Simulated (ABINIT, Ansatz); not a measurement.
# Ba2CaMoO6 (Fm-3m): G0W0 on several meshes in ABINIT, part 2 of 2

How does the mesh move the gap of Ba2CaMoO6 (Fm-3m)?

ABINIT 10.8.3; LDA and many-body steps on it, plane waves. Known limits of the many-body steps: not at the basis limit; no spin-orbit coupling; coarse k mesh.

So far. Step 4 (2×2×2): The gap on the mesh goes from 2.13 eV to 3.71 eV, a correction of +1.58 eV. Step 5 (Empty states on the mesh, 4×4×4 mesh, 239 bands): On this mesh the gap is 2.125 eV.

### 7. 4×4×4

This step: G0W0 on LDA, plane waves, norm-conserving pseudopotentials.

run.abi

```
acell 3*1.0 Angstrom
rprim 
  -0.000000000000 4.190056500000 4.190056500000
  4.190056500000 -0.000000000000 4.190056500000
  4.190056500000 4.190056500000 -0.000000000000
ntypat 4
znucl 56 20 42 8
natom 10
typat 1 1 2 3 4 4 4 4 4 4
xred 
  0.250000000000 0.250000000000 0.250000000000
  0.750000000000 0.750000000000 0.750000000000
  0.000000000000 0.000000000000 0.000000000000
  0.500000000000 0.500000000000 0.500000000000
  0.728140000000 0.271860000000 0.271860000000
  0.271860000000 0.728140000000 0.271860000000
  0.271860000000 0.728140000000 0.728140000000
  0.728140000000 0.271860000000 0.728140000000
  0.271860000000 0.271860000000 0.728140000000
  0.728140000000 0.728140000000 0.271860000000
pp_dirpath "pseudos"
pseudos "Ba.upf, Ca.upf, Mo.upf, O.upf"
ecut 36
ngkpt 4 4 4
nshiftk 1
shiftk 0 0 0
kptopt 1
chksymbreak 0
istwfk *1
occopt 1
irdwfk 1
optdriver 4
nband 219
gwcalctyp 0
ecutsigx 36
symsigma 1
nkptgw 2
kptgw 
  0.0000000000 0.0000000000 0.0000000000
  0.5000000000 0.5000000000 0.0000000000
bdgw 
  38 43
  38 43
ecuteps 5.2
irdscr 1
ppmodel 1
indata_prefix "in"
outdata_prefix "out"
tmpdata_prefix "tmp"
```

Started as:

```console
$ OMP_NUM_THREADS=1 mpirun -n 4 abinit run.abi > log
```

Numbers of over 12 decimals in the logs are rounded to 6 here.

What it wrote:

```text
.Version 10.8.3 of ABINIT. v10.8.2 released Aug 2026.

 Symmetries : space group Fm -3 m (#225); Bravais cF (face-center cubic)
[... echo of the input left out ...]
== DATASET  1 ==================================================================
-   mpi_nproc: 4, omp_nthreads: 1 (-1 if OMP is not activated)

--- !DatasetInfo
iteration_state: {dtset: 1, }
dimensions: {natom: 10, nkpt: 8, mband: 219, nsppol: 1, nspinor: 1, nspden: 1, mpw: 10284, }
cutoff_energies: {ecut:  36.0, pawecutdg:  -1.0, }
electrons: {nelect:   8.00000000E+01, charge:   0.00000000E+00, occopt:   1.00000000E+00, tsmear:   1.00000000E-02, }

 SIGMA: Calculation of the GW corrections

 Based on a program developped by R.W. Godby, V. Olevano, G. Onida, and L. Reining.
 Incorporated in ABINIT by V. Olevano, G.-M. Rignanese, and M. Torrent.
.Using double precision arithmetic ; gwpc =  8

[... cell and pseudopotentials left out ...]
--------------------------------------------------------------------------------

 ==== K-mesh for the wavefunctions ====
 Number of points in the irreducible wedge :     8
[... list of points left out ...]
 Together with 48 symmetry operations and time-reversal symmetry
 yields    64 points in the full Brillouin Zone.

 ==== Q-mesh for screening function ====
 Number of points in the irreducible wedge :     8
[... list of points left out ...]
 Together with 48 symmetry operations and time-reversal symmetry
 yields    64 points in the full Brillouin Zone.

 vcoul_init : cutoff-mode = AUXILIARY_FUNCTION
 q-points for optical limit:   1
     1)      0.000010    0.000020    0.000030
 setmesh: FFT mesh size selected  =    64x   64x   64
          total number of points  =       262144

 Number of electrons calculated from density =   80.0000; Expected =   80.0000
[...]
number of omega for Sigma on real axis              0
 max omega for Sigma on real axis  [eV]           0.00
 zcut for avoiding poles [eV]                     0.10

 EPSILON^-1 parameters (SCR file):
 dimension of the eps^-1 matrix on file            537
 dimension of the eps^-1 matrix used               537
 number of plane-waves for wavefunctions         10177
 number of bands                                   219
 number of q-points in IBZ                           8
 number of frequencies                               2
 number of real frequencies                          1
 number of imag frequencies                          1

 matrix elements of self-energy operator (all in [eV])

 Perturbative Calculation

--- !SelfEnergy_ee
iteration_state: {dtset: 1, }
kpoint     : [   0.000,    0.000,    0.000, ]
spin       : 1
KS_gap     :    2.520
QP_gap     :    4.183
Delta_QP_KS:    1.663
data: !SigmaeeData |
     Band     E0 <VxcDFT>   SigX SigC(E0)      Z dSigC/dE  Sig(E)    E-E0       E
       38   5.663 -19.528 -24.592   4.845   0.766  -0.305 -19.696  -0.168   5.495
       39   5.663 -19.528 -24.592   4.845   0.766  -0.305 -19.696  -0.168   5.495
       40   5.663 -19.528 -24.592   4.845   0.766  -0.305 -19.696  -0.168   5.495
[...]
--- !SelfEnergy_ee
iteration_state: {dtset: 1, }
kpoint     : [   0.500,    0.500,    0.000, ]
spin       : 1
KS_gap     :    2.190
QP_gap     :    3.839
Delta_QP_KS:    1.649
data: !SigmaeeData |
     Band     E0 <VxcDFT>   SigX SigC(E0)      Z dSigC/dE  Sig(E)    E-E0       E
[...]
42   8.987 -19.494 -13.952  -3.464   0.783  -0.278 -17.867   1.626  10.613
       43   8.987 -19.494 -13.952  -3.464   0.783  -0.278 -17.867   1.626  10.613

== END DATASET(S) ==============================================================
================================================================================

 -outvars: echo values of variables after computation  --------
           etotal      0.0000000000E+00
            nband         219
             nkpt           8
          spgroup         225
 [... the other variables as echoed above ...]

 Calculation completed.
```

The job ended after 1.8 min (4 MPI ranks of Arm Neoverse V1, shared host; peak memory 4 GiB; 7.2 min of CPU time).

Numbers from this step:

```yaml
g0w0_gap_on_the_points_computed: 3.762 eV
starting_gap_on_the_mesh: 2.125 eV
k_of_the_valence_top: 0, 0, 0
k_of_the_conduction_bottom: 0.5, 0.5, 0
z_at_the_valence_top: 0.766
z_at_the_conduction_bottom: 0.807
least_direct_g0w0_gap_on_the_computed_points: 3.839 eV
```

Against G0W0 in ABINIT (2×2×2 mesh, 219 bands, screening to 141.5 eV, Godby-Needs plasmon pole), the gap moves by +0.055 eV.

### 8. The runs together

Times are wall times on 4 MPI ranks of Arm Neoverse V1, shared host, good to a factor of about two. A run's time includes the screening step that it read.

| run | mesh | bands | screening cutoff (eV) | DFT gap (eV) | gap on the mesh (eV) | direct (eV) | ε∞ used | time |
| --- | --- | --- | --- | --- | --- | --- | --- | --- |
| 2×2×2 | 2×2×2 | 219 | 141.5 | 2.125 | 3.707 | 3.779 | 5.28 | 2.5 min |
| 4×4×4 | 4×4×4 | 219 | 141.5 | 2.125 | 3.762 | 3.839 | 4.67 | 17 min |

### 9. What came out

| Item | Value |
| --- | --- |
| 2×2×2 | 3.707 eV |
| 4×4×4 | 3.762 eV |
| known limits | not at the basis limit; no spin-orbit coupling; coarse k mesh |

4×4×4: +0.055 eV against 2×2×2. Bands and cutoff are finite, so the gap is not at the basis limit. The miss can reach some tenths of an eV and take either sign; the mesh is an error of its own. In the G0W0 runs levels were corrected at 2 k points alone, so a gap called «on the mesh» is the least over those, and an edge elsewhere would be missed. The 2×2×2 mesh is coarse for this cell, which bears on the long-range parts of exchange and screening. The many-body steps are scalar-relativistic: spin-orbit coupling is not in them.

[Paths, hosts, dates, memory and timing lines, banners, echoed tables and standing remarks are left out of the program output.]

[Logs are printed without paths, hosts, clocks, repeated set-up lines and the standing remarks that a program may print on its own settings, such as how far it seeks lower states.]

[Runs of the session that timed out or met a known fault of the program may be left out.]

[Hosts, paths, dates, database ids (printed as entryN), source tags and the programs' standing remarks are cut or masked in the printed files.]

[G0W0 gaps are taken among the corrected bands and points alone; a level outside them can change the order at an edge.]

[Where Ansatz stands beside ABINIT at settings called matched, ABINIT's density can come from a denser mesh and the files from another edition; pairs whose starting gaps differed by over 0.03 eV were left out, so agreement reads better than it is.]
